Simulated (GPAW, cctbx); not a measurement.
## How far are the atoms of Zr2TiNi2 from free atoms?

Question: by how much does bonding change the X-ray structure factors of Zr2TiNi2, and what does a routine refinement make of it?

The start was made by putting kin elements into a known structure type; the compound need not exist, or be stable, in this form. All numbers below are calculated.

## Step 1: Relax the structure

The density hangs on the geometry, so cell and atoms are relaxed first, with the symmetry held. The cutoff is set higher than for the density because stress converges slowly with plane waves.

Settings: GPAW 26.7.0, PBE, 570 eV, 6×3×3 k-points (along the axes of the calculation cell), Fermi–Dirac width 0.1 eV, spin-polarised, BFGS to 0.03 eV/Å.

```text
cell
1.0
     0.000000000    0.000000000    3.241000000
     6.799000000    0.000000000    0.000000000
     0.000000000    6.799000000    0.000000000
Zr Ni Ti
4 4 2
Direct
0.500000000 0.168200000 0.331800000
0.500000000 0.831800000 0.668200000
0.500000000 0.331800000 0.831800000
0.500000000 0.668200000 0.168200000
0.000000000 0.373800000 0.126200000
0.000000000 0.873800000 0.373800000
0.000000000 0.126200000 0.626200000
0.000000000 0.626200000 0.873800000
0.000000000 0.000000000 0.000000000
0.000000000 0.500000000 0.500000000
```

```console
$ OMP_NUM_THREADS=1 mpirun -n 4 gpaw python run.py > gpaw.log
```

```text
BFGS:    0      -74.352627        2.145596
BFGS:    1      -74.548428        1.971945
BFGS:    2      -75.223119        1.189639
BFGS:    3      -75.541452        0.492410
...
BFGS:   16      -75.668996        0.125323
BFGS:   17      -75.671725        0.076613
BFGS:   18      -75.672359        0.028507
cell  3.2911 7.1794 7.1794  90.00 90.00 90.00
volume 169.640 A^3, largest force 0.008 eV/A, largest stress 0.27 GPa
```

The cell moved far, while the k-mesh and basis were chosen for the start, so the final shape may be somewhat biased.

After 18 steps the volume has changed by +13.2 % and the energy by -1.320 eV; the largest stress left is 0.27 GPa. It took 25 min on 4 cores of Intel(R) Xeon(R) Platinum 8488C (Sapphire Rapids) (shared host), peak memory 2.1 GiB.

Relaxed structure: P4/mbm (no. 127), a = 7.1794 Å, b = 7.1794 Å, c = 3.2911 Å, α = 90.00°, β = 90.00°, γ = 90.00°.

| atom | mult. | x | y | z |
| --- | --- | --- | --- | --- |
| Zr1 | 4 | 0.1723 | 0.3277 | 1/2 |
| Ni1 | 4 | 0.3748 | 0.1252 | 0 |
| Ti1 | 2 | 0 | 0 | 0 |

## Step 2: Density and charge transfer

X-rays see the whole electron density, so the PAW density is rebuilt with its core regions. Subtracting spherical free atoms from the same code cancels the cores and leaves the deformation density Δρ, the part due to bonding.

Settings: PBE, 450 eV, 7×4×4 k-points (along the axes of the calculation cell), Fermi–Dirac width 0.1 eV, spin-polarised; primitive cell of 10 atoms.

```console
$ OMP_NUM_THREADS=1 mpirun -n 4 gpaw python run.py > gpaw.log
```

```text
|iter:   1|       0s |  -79.050016 | +0.59 |       |  +6.0115|
|iter:   2|       6s |  -75.753368 | -0.57 | -0.96 |  +5.7572|
|iter:   3|      12s |  -74.492964 | -0.74 | -1.08 |  +4.7849|
...
|iter:  18|     108s |  -75.224851c| -6.32 | -4.11c|  +0.0064|
|iter:  19|     115s |  -75.224864c| -6.84 | -4.42c|  +0.0026|
|iter:  20|     121s |  -75.224867c| -7.51c| -4.74c|  +0.0017|
```

```text
grid (36, 72, 72)  electrons 316.000  moved by bonding 1.829 e
deformation density beyond 0.5 A of the nuclei: max 0.138, min -0.134 e/A^3
atom        x       y       z   Voronoi charge  moment
Zr1    0.5000  0.1723  0.3277      0.249       0.00
Zr2    0.5000  0.8277  0.6723      0.249       0.00
Zr3    0.5000  0.3277  0.8277      0.249       0.00
Zr4    0.5000  0.6723  0.1723      0.249       0.00
Ni5    0.0000  0.3748  0.1252     -0.292      -0.00
Ni6    0.0000  0.8748  0.3748     -0.292      -0.00
Ni7    0.0000  0.1252  0.6252     -0.292      -0.00
Ni8    0.0000  0.6252  0.8748     -0.292      -0.00
Ti9    0.0000  0.0000  0.0000      0.087       0.00
Ti10   0.0000  0.5000  0.5000      0.087       0.00
mean inner potential of superposed free atoms 24.927 V
total magnetic moment 0.002 muB
```

Deformation density in a plane through the shortest contact of the Ni atom at the origin, in 0.01 e/Å³ (clipped at ±99); x from -1.6 to 4.1 Å, y from 2.4 down to -2.4 Å:

```text
 -1   2   3   1  -1   0   1   1   1   1   0  -1   1   3   2  -1
 -1  -4  -2   0   0   0   0  -1  -1   0   0   0   0  -2  -4  -1
 -8  -9  -4  -1   0   0  -1  -2  -2  -1   0   0  -1  -4  -9  -8
  0  -2  -1   0   0   0   0   0   0   0   0   0   0  -1  -2   0
 -1   2   3   1  -1   0   1   2   2   1   0  -1   1   3   2  -1
  1   4   4   9   .  11  -1   2   2  -1  11   .   9   4   4   1
  2   5   3 -18   .   .  -4   2   2  -4   .   . -18   3   5   2
  1   4   4   9   .  11  -1   2   2  -1  11   .   9   4   4   1
 -1   2   3   1  -1   0   1   2   2   1   0  -1   1   3   2  -1
  0  -2  -1   0   0   0   0   0   0   0   0   0   0  -1  -2   0
 -8  -9  -4  -1   0   0  -1  -2  -2  -1   0   0  -1  -4  -9  -8
 -1  -4  -2   0   0   0   0  -1  -1   0   0   0   0  -2  -4  -1
 -1   2   3   1  -1   0   1   1   1   1   0  -1   1   3   2  -1
```

Atoms in or within 0.15 Å of the plane: Ni (0.0, 0.0), Ni (2.5, 0.0) Å. Dots mark points within about 0.45 Å of a nucleus; large values next to them are atomic features.

Ni gains most (-0.29 e) and Zr loses most (+0.25 e), as electronegativity suggests. Along the shortest contact from the Ni atom at the map's origin, Ni–Ni at 2.54 Å, Δρ is +0.03 e/Å³ at the midpoint: little piles up between the atoms. At the midpoints of other shortest contacts it is +0.03 (Zr–Ni, 2.63 Å), +0.03 (Ni–Ti, 2.84 Å), -0.01 (Zr–Ti, 3.13 Å) and -0.01 (Zr–Zr, 3.29 Å) e/Å³. Point values carry grid noise of about 0.01 e/Å³. The moments given at the start die out. The run needed 20 iterations, 2.5 min.

## Step 3: From the density to structure factors

The Fourier components of Δρ, added to those of the free atoms, give the static X-ray structure factors; the Mott–Bethe relation turns them into the Fourier components V of the potential that fast electrons feel.

```text
static structure factors of the conventional cell: F in electrons, V (Mott-Bethe) in volts
   h  k  l      d  |F| table  |F| free   |F| DFT   change   |V| free  |V| DFT  change %
   1  1  0  5.0766    44.738    44.751    45.006    0.255     1.603    1.426    -11.1
   2  0  0  3.5897    41.032    41.117    41.181    0.064     1.663    1.640     -1.3
   0  0  1  3.2911     3.829     4.007     2.910   -1.098     0.002    0.319        -
   2  1  0  3.2107    30.627    30.726    30.132   -0.595     1.963    2.128      8.4
   1  1  1  2.7616    16.039    16.042    15.467   -0.575     1.491    1.610      7.9
   2  2  0  2.5383    71.856    71.720    71.373   -0.347     3.923    3.983      1.5
   2  0  1  2.4259   101.243   101.071   100.575   -0.496     5.147    5.226      1.5
   2  1  1  2.2982   150.444   150.062   149.964   -0.098     6.602    6.616      0.2
   3  1  0  2.2703   130.630   130.256   130.007   -0.249     6.189    6.224      0.6
   2  2  1  2.0099     7.501     7.545     7.615    0.071     0.141    0.149      5.5
   3  2  0  1.9912    67.712    67.357    67.164   -0.193     2.758    2.779      0.7
   3  1  1  1.8688    14.817    14.543    14.340   -0.203     1.037    1.056      1.8
   4  0  0  1.7949    91.740    91.286    91.076   -0.211     3.152    3.170      0.6
   4  1  0  1.7413    90.370    90.352    90.395    0.042     3.320    3.316     -0.1
```

The largest X-ray change is -1.10 e on 001, 27.4 % of |F|. For electrons V goes as (Z − F)/g², so a change of F counts against Z − F, which is small at low angle and wherever the atoms' terms cancel: |V| of 110 moves by -11.1 % (1.60 to 1.43 V) against +0.6 % in |F|. The tabulated Hartree–Fock atoms differ from the free DFT atoms by up to 0.45 e, so the choice of reference atom matters too.

## Step 4: Refining ordinary atoms against data with bonding

Routine crystallography fits spherical atoms. To see the bias, intensities are simulated from tabulated atoms plus the DFT change ΔF, so that bonding alone can misfit (5440 reflections of the full sphere, merged to the counts below, to 0.5 Å, 1 % proportional noise plus counting noise, assumed isotropic U as listed, Δρ smeared by the mean U) and refined with cctbx over different ranges.

| range | data | R1 | GooF | U Zr1 (true 0.0049) | U Ni1 (true 0.0056) | U Ti1 (true 0.006) | largest shift (Å) | Δρ max, min (e/Å³) |
| --- | --- | --- | --- | --- | --- | --- | --- | --- |
| all data | 431 | 0.0042 | 1.02 | 0.0049 | 0.0056 | 0.0060 | 0.0001 | 0.22, -0.31 |
| low resolution, d > 0.84 | 102 | 0.0036 | 1.20 | 0.0049 | 0.0056 | 0.0061 | 0.0003 | 0.13, -0.13 |
| high order, d < 0.75 | 294 | 0.0045 | 0.95 | 0.0049 | 0.0056 | 0.0060 | 0.0000 | 0.17, -0.23 |
| occupancies free, d > 0.7 | 168 | 0.0037 | 1.08 | 0.0049 | 0.0057 | 0.0059 | 0.0001 | 0.14, -0.19 |

With all data GooF is 1.02, so at this noise the bonding hardly shows; the top residual peak, near noise level, lies 0.99 Å from Zr and 1.64 Å from Ni. No U is off by more than 3 s.u. at low resolution. With Zr1 held at 1 and the scale free, the other occupancies refine to Ni1 1.002(0.001) and Ti1 0.997(0.002), within three s.u. of full.

## Step 5: Answer

Bonding moves 1.83 e in the primitive cell of Zr2TiNi2 and changes the structure factors of the conventional cell in the table above by at most 1.10 e (001, 27.4 %). The shortest bond, Ni–Ni, has Δρ = +0.03 e/Å³ at its midpoint. With all data GooF is 1.02, so at this noise the bonding hardly shows. Limits: static density, frozen cores, no spin–orbit coupling.

[Outputs are excerpts: Python notices, other lines and further rows are left out; steps that failed or that the build refused (PBEsol, TPSS) are not shown.]

[Logs are printed without paths, hosts, clocks, repeated set-up lines and the standing remarks that a program may print on its own settings, such as how far it seeks lower states.]
